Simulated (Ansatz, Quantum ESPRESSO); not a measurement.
# SnO2 (Cassiterite): modes at Γ and the response to a field, part 4 of 5

Wanted: the vibrations of SnO2 (Cassiterite) at Γ, by two programs.

Quantum ESPRESSO 7.5; DFT LDA, scalar-relativistic, plane waves, PseudoDojo norm-conserving pseudopotentials.

So far, highest mode moved by the LO-TO term (cm⁻¹): step 8 (modes along a direction of q (1 0 0)) 734; step 9 (q direction 0×0×1) 672; step 10 (q direction 1×1×1) 720.

## (11) A second program

The same cell goes through another code at the same cutoff. The files are of one family, but Ansatz's library holds files of its own making for some heavy elements, so those for Sn may differ. Its k mesh is centred on Γ.

This step: DFT LDA, scalar-relativistic, plane waves, norm-conserving pseudopotentials of its library (PseudoDojo's, some remade) (Ansatz 0.2.0).

File input.yaml:

```yaml
crystal:
  lattice:
    - [4.7241812685, 0.0, 0.0]
    - [0.0, 4.7241812685, 0.0]
    - [0.0, 0.0, 3.1954129527]
  atoms:
    - { symbol: Sn, position: [0.0, 0.0, 0.0] }
    - { symbol: Sn, position: [0.5, 0.5, 0.5] }
    - { symbol: O, position: [0.3062148182, 0.3062148182, 0.0] }
    - { symbol: O, position: [0.1937851818, 0.8062148182, 0.5] }
    - { symbol: O, position: [0.6937851818, 0.6937851818, 0.0] }
    - { symbol: O, position: [0.8062148182, 0.1937851818, 0.5] }
kpoints:
  mp_grid: { grid: [6, 6, 8] }
hamiltonian:
  xc: lda
  pseudopotentials: { kind: nc, accuracy: standard }
scf:
  occupations: { method: fixed }
output:
  eigenvalues: true
basis:
  ecutwfc: 1142.878
phonons:
  method: dfpt
  dielectric: true
  rigid_motions: translations
```

Command:

```console
$ ansatz run input.yaml --threads 8 --pin off --max-ram 16384MiB --backend cpu --events-out ev --progress --plain --runs-dir out
```

The program printed:

```text
Warning: basis.ecutwfc = 1142.878 eV is below the records' recommended 1142.878222 eV, and the density's cutoff is lower with it unless basis.ecutrho_ratio is high enough to keep the records' density cutoff: compare with a run at a higher cutoff
Engine: ansatz 0.2.0, aarch64-unknown-linux-gnu
Pseudopotentials: kind: nc
Pseudopotential: Sn, nc, valence charge 14, recommended cutoff 979.609905 eV (normal), Sn.nc.azcp (PseudoDojo's, or run here from an input of PseudoDojo's; its table is named by hamiltonian.pseudopotentials.accuracy)
Pseudopotential: O, nc, valence charge 6, recommended cutoff 1142.878222 eV (normal), O.nc.azcp (PseudoDojo's, or run here from an input of PseudoDojo's; its table is named by hamiltonian.pseudopotentials.accuracy)
Functional definition: SPW92
  exchange = slater_x
  correlation = pw_c
Crystal: 6 atoms, lattice volume = 71.315 Å³
Basis set: ecut = 1142.878 eV, 6257 PW (Γ), exchange–correlation on 108×108×72 points (8 copies of the dense FFT grid, shifted against one another)
Bands: 32, of which v1, the nominal top of the filled ones, is band 26 counted from 1 (25 counted from 0)
Symmetry: 16 space group operations
k-points: 148 of 288 (irreducible under 1 space group operation, time reversal used)
Non-local potential: Sn, projectors of the file, l = 0: 2, l = 1: 2, l = 2: 2
Non-local potential: O, projectors of the file, l = 0: 2, l = 1: 2, l = 2: 1
Initial density: superposition of atomic densities (chi_scale 0.1, normalization cell, long waves kept (reshape's long-wave potential 0.00 eV rms))
Initial wavefunctions: pseudopotential atomic-orbital guess
Functional: x = slater, c = lda
SCF iter   1: F=—  HF=-6075.926317 eV  |F-HF|=—  |Δ(HF+E_count)|=         —  Δρ=8.34e-2  dr2=3.34e0  ethr=3.10e-3  ⟨swp⟩=5.4  Hψ=18030  notcnv=0  defer=592
preconditioner: auto → Resta (q_TF=auto, 2.588 Å⁻¹)  ε∞=3.5  [insulator: Δε(μ)=1.680 eV  Ē_g=20.004 eV  n_scr=18 (ndim 8)  ℏωp=31.7 eV  f_vac=0.000  ε∞_Penn≈3.5]
SCF iter   2: F=—  HF=-6074.928889 eV  |F-HF|=—  |Δ(HF+E_count)|=   9.97e-1  Δρ=3.75e-2  dr2=4.63e-1  ethr=3.10e-3  ⟨swp⟩=2.6  Hψ=9416  notcnv=0  defer=592
SCF iter   3: F=—  HF=-6074.800140 eV  |F-HF|=—  |Δ(HF+E_count)|=   1.29e-1  Δρ=1.12e-2  dr2=6.69e-2  ethr=8.90e-4  ⟨swp⟩=2.6  Hψ=7656  notcnv=0  defer=592
SCF iter   4: F=—  HF=-6074.786800 eV  |F-HF|=—  |Δ(HF+E_count)|=   1.33e-2  Δρ=2.52e-3  dr2=2.59e-3  ethr=1.29e-4  ⟨swp⟩=2.3  Hψ=6600  notcnv=0  defer=592
SCF iter   5: F=—  HF=-6074.786948 eV  |F-HF|=—  |Δ(HF+E_count)|=   1.48e-4  Δρ=4.07e-4  dr2=6.29e-5  ethr=4.99e-6  ⟨swp⟩=2.4  Hψ=7388  notcnv=0  defer=592
SCF iter   6: F=—  HF=-6074.786966 eV  |F-HF|=—  |Δ(HF+E_count)|=   1.87e-5  Δρ=5.69e-5  dr2=1.19e-6  ethr=1.21e-7  ⟨swp⟩=2.4  Hψ=8172  notcnv=0  defer=588
SCF iter   7: F=—  HF=-6074.787187 eV  |F-HF|=—  |Δ(HF+E_count)|=   2.21e-4  Δρ=6.63e-6  dr2=2.49e-8  ethr=2.29e-9  ⟨swp⟩=2.3  Hψ=7639  notcnv=0  defer=268
SCF iter   8: F=—  HF=-6074.787187 eV  |F-HF|=—  |Δ(HF+E_count)|=  7.60e-10  Δρ=1.30e-6  dr2=1.29e-9  ethr=4.78e-11  ⟨swp⟩=2.1  Hψ=8231  notcnv=0  defer=268
SCF iter   9: F=-6074.787187 eV  HF=-6074.787187 eV  |F-HF|=9.09e-13  |Δ(HF+E_count)|=  1.06e-10  Δρ=3.06e-7  dr2=3.68e-11  ethr=1.00e-12  ⟨swp⟩=15.6  Hψ=36724  notcnv=0
SCF 1 converged in 9 iterations: F = -6074.787187 eV  dr2 = 3.68e-11
DFPT response loops at Γ: preconditioner auto → Resta (q_TF=auto, 2.588 Å⁻¹)  ε∞=7.3 (no band partly filled); β = 1.00, the filter's whole step (`scf.mixing.beta` (0.50) is not read by the response loops at its default; to damp them type it under 1.00, their step now; it binds the ground state too); Broyden in place of MSR1
── the response to a field inside a basis, on 6×6×8 k-points: an SCF that follows is theirs, and a resumed run solves both again ──
Bands: 27, of which v1, the nominal top of the filled ones, is band 26 counted from 1 (25 counted from 0)
k-points: 24 of 288
Initial density: handed on by an earlier stage of this run
Initial wavefunctions: pseudopotential atomic-orbital guess (no wavefunctions were taken with the density)
Eigensolver: Dense (24 Hₖ)
SCF iter   1: F=—  HF=-6074.729061 eV  |F-HF|=—  |Δ(HF+E_count)|=         —  Δρ=4.60e-4  dr2=1.49e-5  ethr=1.00e-1
preconditioner: auto → Resta (q_TF=auto, 2.588 Å⁻¹)  ε∞=4.8  [insulator: Δε(μ)=1.842 eV  Ē_g=16.200 eV  n_scr=18 (ndim 8)  ℏωp=31.7 eV  f_vac=0.017  ε∞_Penn≈4.8]
SCF iter   2: F=—  HF=-6074.729067 eV  |F-HF|=—  |Δ(HF+E_count)|=   5.98e-6  Δρ=2.31e-4  dr2=3.76e-6  ethr=2.86e-8
SCF iter   3: F=-6074.729070 eV  HF=-6074.729070 eV  |F-HF|=5.13e-8  |Δ(HF+E_count)|=   2.77e-6  Δρ=1.89e-5  dr2=9.85e-8  ethr=7.23e-9
SCF 1 converged in 3 iterations: F = -6074.729070 eV  dr2 = 9.85e-8
DFPT response loops at Γ: preconditioner auto → Resta (q_TF=auto, 2.588 Å⁻¹)  ε∞=5.7 (no band partly filled); β = 1.00, the filter's whole step (`scf.mixing.beta` (0.50) is not read by the response loops at its default; to damp them type it under 1.00, their step now; it binds the ground state too); Broyden in place of MSR1
WARN: field response: ε∞ stands inside a basis, on 6×6×8 points; the force constants stand on the 6×6×8 k-mesh, whose period is 11.80 times the interband length at k = (0.0000, 0.0000, 0.0000), direct gap 1.124 eV, under 14: take them and everything formed from them as unconverged, and compare with a denser kpoints.mp_grid
SCF converged after 9 iterations
Free energy (F): -6074.787187 eV
Harris-Foulkes:  -6074.787187 eV  (|F-HF|=9.09e-13)
Internal energy: -6074.787187 eV  (E = F + TS)
E sigma→0 (E₀):  -6074.787187 eV
Fermi energy:    9.473850 eV
--- Per-component energies (eV) ---
  E_band       = -115.936034
  E_kinetic    = 3802.274129
  E_local      = -3845.049716  (includes V_loc(G=0)·N_el)
  E_nonlocal   = -1533.059748
  E_hartree    = 1329.811468
  E_xc         = -1637.850554
  E_vxc        = -1199.723653  (∫ρ·V_xc dr)
  E_ewald      = -4190.912767
  E_smearing   = -0.000000  (= −TS)
  E_closure    = 0.000000  (closes the sum)
  Σ components = -6074.787187   (vs F -6074.787187, Δ=0.00e0)
--- Band table (eV; the first three rows and the last of 148) ---
  k-point 0: bands = [... 22 lower, 8.1738, 8.7043, 8.7043, 9.4738, 10.5983, 15.3496, 15.5758, 15.5758, ... 2 higher]
  k-point 1: bands = [... 22 lower, 7.5955, 8.7299, 8.7299, 9.3405, 11.5609, 15.6746, 16.2302, 16.2302, ... 2 higher]
  k-point 2: bands = [... 22 lower, 6.9219, 8.6204, 8.6204, 8.9624, 13.1471, 16.1582, 17.6646, 17.6646, ... 2 higher]
  k-point 147: bands = [... 22 lower, 8.5001, 8.5001, 8.6486, 8.6486, 14.1467, 14.1467, 18.1777, 18.1777, ... 2 higher]
--- Phonons (Γ-DFPT): 4 representative perturbations + reference, on 148 of 288 k-points (Σ response iterations 12) ---
  k mesh reduced under 1 symmetry operation, with k and −k counted as one. Each operation leaves every solved perturbation unchanged. A smaller set is not considered because the run solves the response to a homogeneous field
  ASR residual: 6.007e-5 → 0.000e0 eV/Å²; symmetrization residual: 8.695e-6 eV/Å²
  ASR residual per site (eV/Å²): 6.01e-5 6.01e-5 3.89e-5 3.89e-5 3.89e-5 3.89e-5
  Γ frequencies (cm⁻¹): 0.00 0.00 0.00 101.53 146.33 222.67 222.67 280.48 280.48 347.02 463.31 468.91 468.91 562.72 598.54 598.54 628.75 755.76
  ε∞ (high-frequency dielectric tensor):
        4.454780     0.000000     0.000000
        0.000000     4.454780     0.000000
        0.000000     0.000000     4.792982
  ε⁰ (static dielectric tensor: ions relaxed, cell fixed):
       13.090483     0.000000     0.000000
        0.000000    13.090483    -0.000000
        0.000000    -0.000000    10.079261
  ε⁰ − ε∞ (ionic part):
        8.635703     0.000000     0.000000
        0.000000     8.635703    -0.000000
        0.000000    -0.000000     5.286279
  softest optical mode at Γ: 101.53 cm⁻¹; the repairs (sum rule, projections) moved no ω² at Γ by more than (1.82 cm⁻¹)²
  Born effective charges Z* (e; rows j = field, columns β = displacement):
    site 0:
         4.13658    0.46342    0.00000
         0.46342    4.13658    0.00000
         0.00000    0.00000    4.55247
    site 1:
         4.13658   -0.46342    0.00000
        -0.46342    4.13658    0.00000
         0.00000    0.00000    4.55247
    site 2:
        -2.06829   -0.73542    0.00000
        -0.73542   -2.06829    0.00000
         0.00000    0.00000   -2.27623
    site 3:
        -2.06829    0.73542    0.00000
         0.73542   -2.06829    0.00000
         0.00000    0.00000   -2.27623
    site 4:
        -2.06829   -0.73542    0.00000
        -0.73542   -2.06829    0.00000
         0.00000    0.00000   -2.27623
    site 5:
        -2.06829    0.73542    0.00000
         0.73542   -2.06829    0.00000
         0.00000    0.00000   -2.27623
  Z* charge neutrality: 9.145e-3 e pre-enforcement
  solved inside a basis spanned on kpoints, on 6×6×8 k-points, its susceptibility summed on 10×10×14: ε∞ is read to err by 1.7e-2, Z* by 4.2e-2 e (field_mesh: kpoints solves on kpoints); Z* is corrected for what the basis lacks
  optical modes at Γ without the LO–TO term, one row a degenerate level:
      ω (cm⁻¹)  modes    IR ((D/Å)²/amu)
        101.53      1             0.0000
        146.33      1             0.0000
        222.67      2            19.5470
        280.48      2             4.5428
        347.02      1             0.0000
        463.31      1            37.9413
        468.91      2             0.0000
        562.72      1             0.0000
        598.54      2            44.9679
        628.75      1             0.0000
        755.76      1             0.0000
  optical modes at Γ + LO–TO along q̂ = [1.0000, 0.0000, 0.0000]:
      ω (cm⁻¹)  modes    IR ((D/Å)²/amu)
        101.53      1             0.0000
        146.33      1             0.0000
[...]
optical modes at Γ + LO–TO along q̂ = [0.0000, 1.0000, 0.0000]:
      ω (cm⁻¹)  modes    IR ((D/Å)²/amu)
[...]
755.76      1             0.0000
  optical modes at Γ + LO–TO along q̂ = [0.0000, 0.0000, 1.0000]:
      ω (cm⁻¹)  modes    IR ((D/Å)²/amu)
        101.53      1             0.0000
        146.33      1             0.0000
        222.67      2            19.5470
        280.48      2             4.5428
        347.02      1             0.0000
        468.91      2             0.0000
        562.72      1             0.0000
        598.54      2            44.9679
        628.75      1             0.0000
        671.87      1            37.9413
        755.76      1             0.0000
```

Run time: 2.1 min. Hardware: 8 threads of Arm Neoverse V2, shared host; peak memory 5 GiB.

This step gave:

```
gap on the k-mesh                                : 1.124 eV
sum-rule residual before enforcement             : 6.01e-5 eV/Å²
miss of the charge sum rule                      : 0.009145 e
estimated error of the dielectric tensor         : 0.01651
estimated error of the Born charges              : 0.04214 e
lowest optical zone-centre mode                  : 101.5 cm⁻¹
mean high-frequency dielectric constant          : 4.568
largest Born charge in size (third of the trace) : 4.275 e
highest mode moved by the LO-TO term             : 734.5 cm⁻¹
```

Transverse modes. Lines of the infrared spectrum (strongest = 100):

```
position (cm⁻¹)  label  IR intensity ((D/Å)²/amu), degenerate modes summed, relative
            102    B1g                                                           0.0
            146    B1u                                                           0.0
            223     Eu                                                            43
            280     Eu                                                            10
            347    A2g                                                           0.0
            463    A2u                                                            84
            469     Eg                                                           0.0
            563    B1u                                                           0.0
            598     Eu                                                           100
            629    A1g                                                           0.0
            756    B2g                                                           0.0
```

The log warns that the force constants on this k mesh are to be taken as unconverged.

## (12) The two compared: QE PseudoDojo and Ansatz, library NC

Worked out from the results:

| Item | Value |
| --- | --- |
| root-mean-square difference | 0.1 cm⁻¹ |
| largest difference | 0.32 cm⁻¹ |

The 12 of 15 modes that differ most. Frequencies side by side:

```
q (reciprocal lattice)  mode  QE PseudoDojo (cm⁻¹)  Ansatz, library NC (cm⁻¹)
                 0 0 0     4                 101.8                      101.5
                 0 0 0     5                 146.3                      146.3
                 0 0 0     6                 222.7                      222.7
                 0 0 0     7                 222.7                      222.7
                 0 0 0     8                 280.5                      280.5
                 0 0 0     9                 280.5                      280.5
                 0 0 0    10                 347.1                        347
                 0 0 0    12                 468.8                      468.9
                 0 0 0    13                 468.8                      468.9
                 0 0 0    14                 562.6                      562.7
                 0 0 0    15                 598.5                      598.5
                 0 0 0    16                 598.5                      598.5
```

The two runs side by side. Further quantities:

```
                                                                               quantity  QE PseudoDojo  Ansatz, library NC
                                                                                mean ε∞          4.576               4.568
largest Born charge in size (e; the first before, the second after the charge sum rule)          4.276               4.275
                                                       summed IR intensity ((D/Å)²/amu)          107.1                 107
```

At the zone centre the largest difference (acoustic modes at Γ apart) is 0.04 % of the highest mode.

(Continued in part 5 of 5.)

[Host names and launcher messages were left out of these logs when they were recorded.]

[Logs are printed without paths, hosts, clocks, repeated set-up lines and the standing remarks that a program may print on its own settings, such as how far it seeks lower states.]

[Hosts, paths, dates, database ids (printed as entryN), source tags and the programs' standing remarks are cut or masked in the printed files.]
